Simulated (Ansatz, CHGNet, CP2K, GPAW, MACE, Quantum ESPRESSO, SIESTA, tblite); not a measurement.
# Which run comes nearest? Twisted Ti2CO2 MXene bilayer, 21.79° (70 atoms)

The cell holds 70 atoms: 14 C, 28 Ti and 28 O. Its edges and angles: a = 8.017 Å, b = 8.017 Å, c = 23.860 Å, α = 90.0°, β = 90.0°, γ = 120.0°. It derives from Ti2CO2 (Ti2CO2 MXene). Ti2CO2 MXene (a = 3.03 Å) under Ti2CO2 MXene (a = 3.03 Å), bilayer, commensurate cell of 7 unit cells a layer, twist 21.79 deg; facing planes 2.98 Å apart; 12 Å of vacuum; layers as built, displaced by a Gaussian of 0.01 Å. Then every atom was moved at random, 0.03 Å r.m.s. a Cartesian component. Regions: layer 1, 35 atoms (7 C, 14 Ti and 14 O); layer 2, 35 atoms (7 C, 14 Ti and 14 O). Vacuum lies along c.

Geometry: as built.

The reference, a calculation:

| Item | Value |
| --- | --- |
| method | Kohn-Sham DFT, PBE, PAW, plane waves (Ansatz 0.2.0); cutoff 420 eV, Γ point, fermi-dirac smearing of 0.05 eV; PAW set soft_2 |
| r.m.s. force component | 0.5018 eV/Å |
| longest force | 1.989 eV/Å |
| gap (highest filled to lowest empty level) | 0.4857 eV |
| SCF cycles | 12 |
| time | 22 s on 4 threads of Arm Neoverse V1, shared host |
| CPU time | 82 s |

Runs, in no order:
A. QE PBE, sssp-1.3.0-efficiency, 60/480 Ry: Kohn-Sham DFT, PBE, SSSP efficiency 1.3.0 pseudopotentials, plane waves
B. CP2K PBE, DZVP-UZH, 800/50 Ry, diagonalisation: Kohn-Sham DFT, PBE, GTH-PBE pseudopotentials, Gaussian and plane waves, DZVP-MOLOPT (UZH set), diagonalisation
C. CP2K PBE+D3(BJ), DZVP-UZH, 800/50 Ry, diagonalisation: Kohn-Sham DFT, PBE+D3(BJ), GTH-PBE pseudopotentials, Gaussian and plane waves, DZVP-MOLOPT (UZH set), diagonalisation
D. CP2K PBE, DZVP-UZH, 280/50 Ry, diagonalisation: Kohn-Sham DFT, PBE, GTH-PBE pseudopotentials, Gaussian and plane waves, DZVP-MOLOPT (UZH set), diagonalisation
E. QE PBE, sssp-1.3.0-efficiency, 30/240 Ry: Kohn-Sham DFT, PBE, SSSP efficiency 1.3.0 pseudopotentials, plane waves

**Question.** Rank the runs by how far their forces lie from the reference's, least first.

A, E, B, C, D.

```
                                                     run  Δ force, r.m.s. (meV/Å)  share of r.m.s. force (%)  CPU time
             A. QE PBE, sssp-1.3.0-efficiency, 60/480 Ry                     4.28                      0.853    38 min
             E. QE PBE, sssp-1.3.0-efficiency, 30/240 Ry                     19.8                       3.94    14 min
       B. CP2K PBE, DZVP-UZH, 800/50 Ry, diagonalisation                     37.5                       7.47    12 min
C. CP2K PBE+D3(BJ), DZVP-UZH, 800/50 Ry, diagonalisation                     53.2                       10.6    13 min
       D. CP2K PBE, DZVP-UZH, 280/50 Ry, diagonalisation                     89.2                       17.8   9.4 min
```

The runs have no spin polarisation, so moments on Ti can't form, and no Hubbard term. The electronic-structure runs sample only Γ, in a cell whose shortest periodic width is 7 Å.

[Logs are printed without paths, hosts, clocks, repeated set-up lines and the standing remarks that a program may print on its own settings, such as how far it seeks lower states.]

[Hosts, paths, dates, database ids (printed as entryN), source tags and the programs' standing remarks are cut or masked in the printed files.]
